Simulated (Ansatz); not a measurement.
Ge3H (hydrogen-terminated (111) film, 6 layers), computed twice by G0W0.

The cell holds 8 atoms: 6 Ge and 2 H. Cell: a = 4.001 Å, b = 4.001 Å, c = 43.900 Å, α = 90.0°, β = 90.0°, γ = 120.0°. It derives from Ge. Vacuum lies along c.

```xyz
8
Lattice="4.0008 0.0000 0.0000 -2.0004 3.4648 0.0000 0.0000 0.0000 43.9000" Properties=species:S:1:pos:R:3
Ge    0.0000    2.3099   18.3167
Ge    0.0000    0.0000   19.0983
Ge    0.0000    0.0000   21.5412
Ge    2.0004    1.1549   22.3588
Ge    2.0004    1.1549   24.8017
Ge    0.0000    2.3099   25.5833
H     0.0000    2.3099   16.7641
H     0.0000    2.3099   27.1359
```

The structure was relaxed with PBEsol (ions only). The runs that relaxed it are not among those shown.

The first (Ansatz 0.2.0; start PBEsol, 6×6×1 mesh, 897 empty bands, screening to 75 eV, PAW set soft_1 files; 1 × NVIDIA H100 80GB HBM3 (shared by 6 runs) with 3 threads of AMD EPYC 7R13 (Zen 3), shared host) gave, on its mesh: starting gap 0.48 eV, G0W0 gap 1.15 eV, mean of 1 + 4πα/V (set by the cell height) 6.82, 69 s.

The second gave: starting gap 0.48 eV, G0W0 gap 1.07 eV, mean of 1 + 4πα/V (set by the cell height) 6.98, 41 s.

What was changed in the input? Choose among start, files, mesh, bands and cutoff, frequency model or another key.

Changed: empty bands from 897 to 362 and screening cutoff (eV) from 75.0 to 41. The starting gap stayed, which rules out the functional and points to the GW step. Other changes could give like numbers; this is the one that was made.

Limits: not at the basis limit; coarse mesh for a sheet; no spin-orbit coupling.

[Paths, hosts, dates, memory and timing lines, banners, echoed tables and standing remarks are left out of the program output.]

[Logs are printed without paths, hosts, clocks, repeated set-up lines and the standing remarks that a program may print on its own settings, such as how far it seeks lower states.]

[Runs of the session that timed out or met a known fault of the program may be left out.]

[Cells called generated may have been cut or substituted from an entry of the Crystallography Open Database or the Materials Project.]

[Hosts, paths, dates, database ids (printed as entryN), source tags and the programs' standing remarks are cut or masked in the printed files.]
